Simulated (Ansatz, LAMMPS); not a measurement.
## Structural relaxation of glassy 46SiO2-16Al2O3-16BaO-16Li2O-5Sc2O3 (mol %) (121 atoms)

Wanted: the relaxed structure of glassy 46SiO2-16Al2O3-16BaO-16Li2O-5Sc2O3 (mol %) (121 atoms) and its electronic structure.

Program: Ansatz 0.2.0. Level of theory: Kohn-Sham DFT, PBE, PAW (set soft_2), plane waves. Results are calculated unless marked as measured.

## Step 1: Starting point

The cell holds 121 atoms: 17 Si, 12 Al, 6 Ba, 12 Li, 4 Sc and 70 O. Its edges and angles: a = 11.574 Å, b = 11.574 Å, c = 11.574 Å, α = 90.0°, β = 90.0°, γ = 90.0°. 121 atoms (17 Si, 12 Al, 6 Ba, 12 Li, 4 Sc, 70 O) placed at random at 3.16 g/cm³, melted at 4000 K for 10 ps at fixed volume with the Morse and Coulomb pair potential with partial charges (Pedone, Malavasi, Menziani, Cormack and Segre, J. Phys. Chem. B 110, 11780 (2006)). Quenched from 4000 K to 300 K at 30 K/ps and fixed volume, held 10 ps at zero pressure, then minimised at fixed cell.

What the set-up can't give: The quench rate of 30 K/ps far exceeds what a furnace or splat quench reaches, so expect more defects and frozen-in strain than in a real sample. The network of bonds at the start is that of the classical potential that made the cell. The Brillouin zone is sampled at Γ only, in a cell whose shortest periodic width is 12 Å. No spin–orbit coupling is included, so levels derived from the heavy atoms are approximate.

## Step 2: The classical run that made the cell

A classical potential makes the cell, at a small fraction of what the same run would cost in DFT.

This step: classical MD, Morse and Coulomb pair potential with partial charges (Pedone, Malavasi, Menziani, Cormack and Segre, J. Phys. Chem. B 110, 11780 (2006)) (LAMMPS 22 Jul 2025 - Update 4).

Contents of in.lmp:

```
# melt-quench of Si17Al12Ba6Li12Sc4O70
units metal
atom_style charge
boundary p p p
region box block 0 11.6490 0 11.6490 0 11.6490
create_box 6 box
mass 1 28.0850   # Si
mass 2 26.9815   # Al
mass 3 137.3270   # Ba
mass 4 6.9400   # Li
mass 5 44.9559   # Sc
mass 6 15.9990   # O
create_atoms 1 random 17 200049 NULL overlap 1.5 maxtry 2000
create_atoms 2 random 12 200056 NULL overlap 1.5 maxtry 2000
create_atoms 3 random 6 200063 NULL overlap 1.5 maxtry 2000
create_atoms 4 random 12 200070 NULL overlap 1.5 maxtry 2000
create_atoms 5 random 4 200077 NULL overlap 1.5 maxtry 2000
create_atoms 6 random 70 200084 NULL overlap 1.5 maxtry 2000
pair_style hybrid/overlay pedone 5.5 coul/long 8.0
pair_coeff * * coul/long
pair_coeff 1 6 pedone 0.340554 2.006700 2.100000 1   # Si-O
pair_coeff 2 6 pedone 0.361581 1.900442 2.164818 0.9   # Al-O
pair_coeff 3 6 pedone 0.065011 1.547596 3.393410 5   # Ba-O
pair_coeff 4 6 pedone 0.001114 3.429506 2.681360 1   # Li-O
pair_coeff 5 6 pedone 0.000333 3.144445 3.200000 2.6   # Sc-O
pair_coeff 6 6 pedone 0.042395 1.379316 3.618701 22   # O-O
set type 1 charge 2.4
set type 2 charge 1.8
set type 3 charge 1.2
set type 4 charge 0.6
set type 5 charge 1.8
set type 6 charge -1.2
kspace_style pppm 1.0e-4
neigh_modify delay 0 every 1 check yes
# [... 22 lines left out ...]
thermo 1666
fix md all npt temp 300 300 0.2 iso 0 0 2
run 5000 post no
unfix md
thermo 100
min_style cg
minimize 0 1e-3 2000 20000
write_dump all custom glass.dump id type xs ys zs modify sort id
```

Run with:

```sh
$ lmp -in in.lmp -log none -nocite
```

Numbers of over 12 decimals in the logs are rounded to 6 here.

Log:

```text
LAMMPS (22 Jul 2025 - Update 4)
Created orthogonal box = (0 0 0) to (11.649 11.649 11.649)
Created 17 atoms
Created 12 atoms
Created 6 atoms
Created 12 atoms
Created 4 atoms
Created 70 atoms
PPPM initialization ...
  G vector (1/distance) = 0.37613258
  grid = 12 12 12
  estimated relative force accuracy = 7.0068951e-05
   Step          Time           Temp          PotEng         Press         Density
         0   0              0             -1.1753463      807404.58      3.1600395
        93   0.186          0             -12.971447     -13666.643      3.1600395
Loop time of 0.0664754 s on 1 MPI rank(s) for 93 steps with 121 atoms
Minimization stats:
[... 38 lines left out ...]
     71638   143.276        278.72399     -13.051287      1021.4372      3.206773
     72667   145.334        316.51846     -13.046808      5005.785       3.2217768
Loop time of 2.68014 s on 1 MPI rank(s) for 5000 steps with 121 atoms
   Step          Time           Temp          PotEng         Press         Density
     72667   145.334        316.51846     -13.046809      5005.019       3.2217768
     72683   145.366        316.51846     -13.089189      1102.2984      3.2217768
Loop time of 0.0326776 s on 1 MPI rank(s) for 16 steps with 121 atoms
Minimization stats:
  Stopping criterion = linesearch alpha is zero
  Energy initial, next-to-last, final =
     -13.0468090178329  -13.0891893881642  -13.0891893881642
  Force two-norm initial, final = 13.255495 0.59861239
  Iterations, force evaluations = 16 65
```

Run time: 33 s. Hardware: 1 thread of Arm Neoverse V2, shared host; peak memory 0.071 GiB.

## Step 3: Single point at the start

A single point comes first, to see the forces before anything moves.

Contents of input.yaml:

```yaml
crystal:
  lattice:
    - [11.57411, 0.0, 0.0]
    - [0.0, 11.57411, 0.0]
    - [0.0, 0.0, 11.57411]
  atoms:
    - { symbol: Si, position: [0.72923, 0.87219, 0.43967] }
    - { symbol: Si, position: [0.51942, 0.63529, 0.95644] }
    - { symbol: Si, position: [0.35747, 0.94162, 0.54763] }
    - { symbol: Si, position: [0.07445, 0.78778, 0.63207] }
    - { symbol: Si, position: [0.58179, 0.80307, 0.64551] }
    - { symbol: Si, position: [0.9258, 0.67507, 0.44811] }
    - { symbol: Si, position: [0.67452, 0.10699, 0.95707] }
    - { symbol: Si, position: [0.55064, 0.70233, 0.31651] }
    - { symbol: Si, position: [0.52948, 0.55225, 0.54088] }
    - { symbol: Si, position: [0.86725, 0.2865, 0.86347] }
    - { symbol: Si, position: [0.32379, 0.5368, 0.11334] }
    - { symbol: Si, position: [0.08111, 0.41835, 0.2813] }
    - { symbol: Si, position: [0.09328, 0.16703, 0.8318] }
    - { symbol: Si, position: [0.58026, 0.40384, 0.88027] }
    - { symbol: Si, position: [0.9984, 0.05126, 0.22311] }
    - { symbol: Si, position: [0.41629, 0.89261, 0.18256] }
    - { symbol: Si, position: [0.43562, 0.11393, 0.35635] }
    - { symbol: Al, position: [0.85316, 0.28293, 0.30466] }
    - { symbol: Al, position: [0.23208, 0.1962, 0.19891] }
    - { symbol: Al, position: [0.58864, 0.19641, 0.71962] }
    - { symbol: Al, position: [0.84292, 0.89911, 0.04588] }
    - { symbol: Al, position: [0.76654, 0.12943, 0.49748] }
    - { symbol: Al, position: [0.7268, 0.68459, 0.12366] }
    - { symbol: Al, position: [0.97819, 0.6331, 0.16951] }
    - { symbol: Al, position: [0.01909, 0.0163, 0.48627] }
    - { symbol: Al, position: [0.22935, 0.151, 0.58464] }
    - { symbol: Al, position: [0.3686, 0.34765, 0.64565] }
    - { symbol: Al, position: [0.1886, 0.78321, 0.07925] }
    - { symbol: Al, position: [0.02357, 0.73549, 0.9003] }
    - { symbol: Ba, position: [0.27564, 0.59895, 0.79769] }
    - { symbol: Ba, position: [0.84219, 0.97008, 0.74495] }
    - { symbol: Ba, position: [0.24558, 0.67098, 0.37186] }
    [... 83 atom lines left out ...]
    - { symbol: O, position: [0.63304, 0.63505, 0.23174] }
    - { symbol: O, position: [0.61161, 0.82973, 0.77453] }
    - { symbol: O, position: [0.55172, 0.18236, 0.3516] }
    - { symbol: O, position: [0.50476, 0.91367, 0.08158] }
    - { symbol: O, position: [0.45018, 0.22022, 0.67514] }
    - { symbol: O, position: [0.16031, 0.79959, 0.92961] }
kpoints:
  mp_grid: { grid: [1, 1, 1] }
hamiltonian:
  xc: pbe
scf:
  occupations: { method: fermi_dirac, width: 0.025 }
output:
  forces: true
  stress: true
  populations: true
  dos:
    method: { smearing: { sigma: 0.1 } }
    de: 0.1
    projected: { site_lists: { Al: [Al], Ba: [Ba], Li: [Li], O: [O], Sc: [Sc] } }
  eigenvalues: true
```

Run with:

```sh
$ ansatz run input.yaml --threads 4 --pin off --max-ram 8192MiB --backend cpu --events-out ev --progress --plain --runs-dir out
```

Log:

```text
Engine: ansatz 0.2.0, aarch64-unknown-linux-gnu
Pseudopotentials: kind: paw
Pseudopotential: Si, paw, valence charge 4, recommended cutoff 420 eV (normal), Si.paw.azcp
Pseudopotential: Al, paw, valence charge 3, recommended cutoff 420 eV (normal), Al.paw.azcp
Pseudopotential: Ba, paw, valence charge 10, recommended cutoff 420 eV (normal), Ba.paw.azcp
Pseudopotential: Li, paw, valence charge 3, recommended cutoff 420 eV (normal), Li.paw.azcp
Pseudopotential: Sc, paw, valence charge 11, recommended cutoff 420 eV (normal), Sc.paw.azcp
Pseudopotential: O, paw, valence charge 6, recommended cutoff 420 eV (normal), O.paw.azcp
[... 5 lines on functional and potentials left out ...]
Crystal: 121 atoms, lattice volume = 1550.468 Å³
Basis set: ecut = 420 eV, 30551 PW (Γ), exchange–correlation on 160×160×160 points (8 copies of the dense FFT grid, shifted against one another)
Bands: 453, of which v1, the nominal top of the filled ones, is band 332 counted from 1 (331 counted from 0)
Symmetry: 1 space group operations
Space group: P1 (ITA 1), of the structure as read, at distance tolerance 1.2e-4 Å
k-points: 1
[... 13 lines on functional and potentials left out ...]
Initial density: superposition of atomic densities (neutral atoms: chi_scale 0, normalization atom), corrected by the library's trained network
Initial wavefunctions: pseudopotential atomic-orbital guess
Functional: x = pbe(κ = 0.804, μ = 0.219515), c = pbe(β = 0.066725)
SCF iter   1: F=—  HF=-103834.293323 eV  |F-HF|=—  |Δ(HF+E_count)|=         —  Δρ=2.00e-3  dr2=7.35e-2  ethr=1.77e-3  ⟨swp⟩=6.0  Hψ=2003  notcnv=0  defer=91
preconditioner: auto → Resta (q_TF=auto, 2.369 Å⁻¹)  ε∞=3.6  [insulator: Δε(μ)=3.720 eV  Ē_g=14.262 eV  σ=0.025 eV  W_gap=1.00  n_scr=364 (ndim 8)  ℏωp=23.0 eV  f_vac=0.072  D(μ)=0.00/eV (n_scr^D=0)  ε∞_Penn≈3.6]
SCF iter   2: F=—  HF=-103834.293395 eV  |F-HF|=—  |Δ(HF+E_count)|=   7.25e-5  Δρ=1.09e-3  dr2=2.03e-2  ethr=1.11e-5  ⟨swp⟩=2.0  Hψ=792  notcnv=0  defer=113
SCF iter   3: F=—  HF=-103834.296455 eV  |F-HF|=—  |Δ(HF+E_count)|=   3.06e-3  Δρ=4.72e-4  dr2=5.70e-3  ethr=3.06e-6  ⟨swp⟩=2.0  Hψ=603  notcnv=0  defer=113
SCF iter   4: F=—  HF=-103834.297163 eV  |F-HF|=—  |Δ(HF+E_count)|=   7.08e-4  Δρ=1.50e-4  dr2=4.80e-4  ethr=8.59e-7  ⟨swp⟩=2.0  Hψ=568  notcnv=0  defer=113
SCF iter   5: F=—  HF=-103834.297168 eV  |F-HF|=—  |Δ(HF+E_count)|=   4.74e-6  Δρ=9.84e-5  dr2=1.49e-4  ethr=7.23e-8  ⟨swp⟩=2.0  Hψ=646  notcnv=0  defer=113
SCF iter   6: F=—  HF=-103834.297195 eV  |F-HF|=—  |Δ(HF+E_count)|=   2.76e-5  Δρ=5.38e-5  dr2=4.48e-5  ethr=2.24e-8  ⟨swp⟩=2.0  Hψ=595  notcnv=0  defer=113
SCF iter   7: F=—  HF=-103834.296833 eV  |F-HF|=—  |Δ(HF+E_count)|=   3.62e-4  Δρ=1.83e-5  dr2=4.87e-6  ethr=6.75e-9  ⟨swp⟩=2.0  Hψ=783  notcnv=0  defer=113
SCF iter   8: F=—  HF=-103834.296834 eV  |F-HF|=—  |Δ(HF+E_count)|=   1.36e-6  Δρ=8.27e-6  dr2=1.13e-6  ethr=7.34e-10  ⟨swp⟩=2.0  Hψ=603  notcnv=0  defer=113
SCF iter   9: F=—  HF=-103834.296835 eV  |F-HF|=—  |Δ(HF+E_count)|=   5.71e-7  Δρ=2.55e-6  dr2=1.25e-7  ethr=1.69e-10  ⟨swp⟩=2.0  Hψ=570  notcnv=0  defer=113
SCF iter  10: F=-103834.296835 eV  HF=-103834.296835 eV  |F-HF|=1.96e-9  |Δ(HF+E_count)|=   1.09e-7  Δρ=1.54e-6  dr2=3.48e-8  ethr=1.51e-11  ⟨swp⟩=20.0  Hψ=3046  notcnv=0
SCF 1 converged in 10 iterations: F = -103834.296835 eV  dr2 = 3.48e-8
  greatest PAW one-centre occupation: 1.000 electrons in one spin orbital (limit 2), on the Li atom at site 45 (counted from 0), in its partial waves of l = 0
SCF converged after 10 iterations
Free energy (F): -103834.296835 eV
Harris-Foulkes:  -103834.296835 eV  (|F-HF|=1.96e-9)
Internal energy: -103834.296835 eV  (E = F + TS)
E sigma→0 (E₀):  -103834.296835 eV
Fermi energy:    6.744122 eV
--- Per-component energies (eV) ---
  E_band       = -3333.485304
  E_kinetic    = 15912.722619
  E_local      = -41035.680174  (includes V_loc(G=0)·N_el)
  E_nonlocal   = 4167.929351
  E_hartree    = 15226.962987
  E_xc         = -8231.842894
  E_vxc        = -9355.434761  (∫ρ·V_xc dr)
  E_paw        = -60875.972686  (= ΣΔE_a)
  E_vpaw       = -3477.125368  (= ΣTr[D̂ρ^β])
  E_aug_tail   = 0.178013  (compensation charges beyond the density's cutoff)
  E_ewald      = -28998.594052
  E_smearing   = -0.000000  (= −TS)
  E_closure    = -0.000000  (closes the sum)
  Σ components = -103834.296835   (vs F -103834.296835, Δ=0.00e0)
--- Forces (eV/Å), atoms counted from 1 ---
  atom   1  Si    -0.63473627    -1.70234922     0.61686942
  atom   2  Si    -0.45255818    -1.23807580     0.32340667
  atom   3  Si     0.61955051    -0.11731733    -0.66000727
  atom   4  Si    -0.49466104     0.26275221     0.57404072
  atom   5  Si    -1.01844009     0.01647127    -1.74226487
  atom   6  Si    -0.73346011     1.15574364     0.50725103
  atom   7  Si     0.17845064     0.34807148    -0.97651328
  atom   8  Si     1.17043146     1.10741120     0.53295497
  atom   9  Si     0.20782974     1.47575521    -0.22620698
  atom  10  Si     0.68957891    -0.59497144     0.10744077
  atom  11  Si     0.80358779     0.64460472    -0.89288207
  atom  12  Si     0.27651482    -0.33685396    -0.88690877
  atom  13  Si     0.47551842     1.24975300    -0.20043317
  atom  14  Si    -0.09196503     0.30003031     0.47752059
[...]
atom 120  O     -0.53357301    -0.75621817    -0.09201615
  atom 121  O      0.74137914     0.49115709    -0.33505338
  max |Σ_I F_I| component: 5.16e-5 eV/Å
--- Stress (GPa, compression-positive) ---
        7.847692       0.578189      -0.731130
        0.578192       5.174586       0.991911
       -0.731132       0.991909       5.403860
  P = ⅓ Tr σ = 6.1420 GPa (61.420 kbar)
--- Band table (eV) ---
  k-point 0: bands = ["-43.6781", "-43.2612", "-43.0656", "-42.7015", [... 437 levels ...], "14.1263", "14.1396", "14.1531", "14.1853", "14.2019", "14.2083", "14.2267", "14.2641", "14.2790", "14.2844", "14.2962", "14.3130"]
--- Löwdin populations: 121 sites ---
  site symbol       q [e]
     0     Si      2.2535
     1     Si      2.3294
     2     Si      2.3160
[...]
120      O      6.8608
  spilling = 0.011105 (of n_electrons = 664.000000)
```

It took 30 s on 4 threads of Arm Neoverse V2, shared host; peak memory 2.3 GiB.

Reading the cycles: dr2 is the Hartree energy of the density residual (eV), the measure of convergence; HF is the Harris–Foulkes estimate of the energy, which meets the free energy F at convergence.

Numbers from this run:

* free energy: -103834.2968 eV
* free energy per atom: -858.1347 eV/atom
* SCF cycles: 10
* pressure: 6.142 GPa
* r.m.s. force component: 0.845 eV/Å
* longest force: 3.123 eV/Å
* Fermi energy: 6.744 eV
* gap (highest filled to lowest empty level): 3.75 eV
* spilling of the projection: 0.01111

The r.m.s. force component of 0.84 eV/Å and the pressure of 6.1 GPa set the starting point.

Length of the force by element:

```
element  coordination  atoms  mean length of the force (eV/Å)  spread   least   most
     Al           all     12                            0.966   0.409   0.287   1.71
     Ba           all      6                            0.536   0.177   0.258  0.802
     Li           all     12                            0.475   0.282  0.0661   1.05
      O           all     70                             1.58   0.670   0.382   3.12
     Sc           all      4                            0.981   0.219   0.623   1.21
     Si           all     17                             1.28   0.415   0.571   2.02
```

[end of part 1 of 3]

[Logs are printed without paths, hosts, clocks, repeated set-up lines and the standing remarks that a program may print on its own settings, such as how far it seeks lower states.]

[Hosts, paths, dates, database ids (printed as entryN), source tags and the programs' standing remarks are cut or masked in the printed files.]
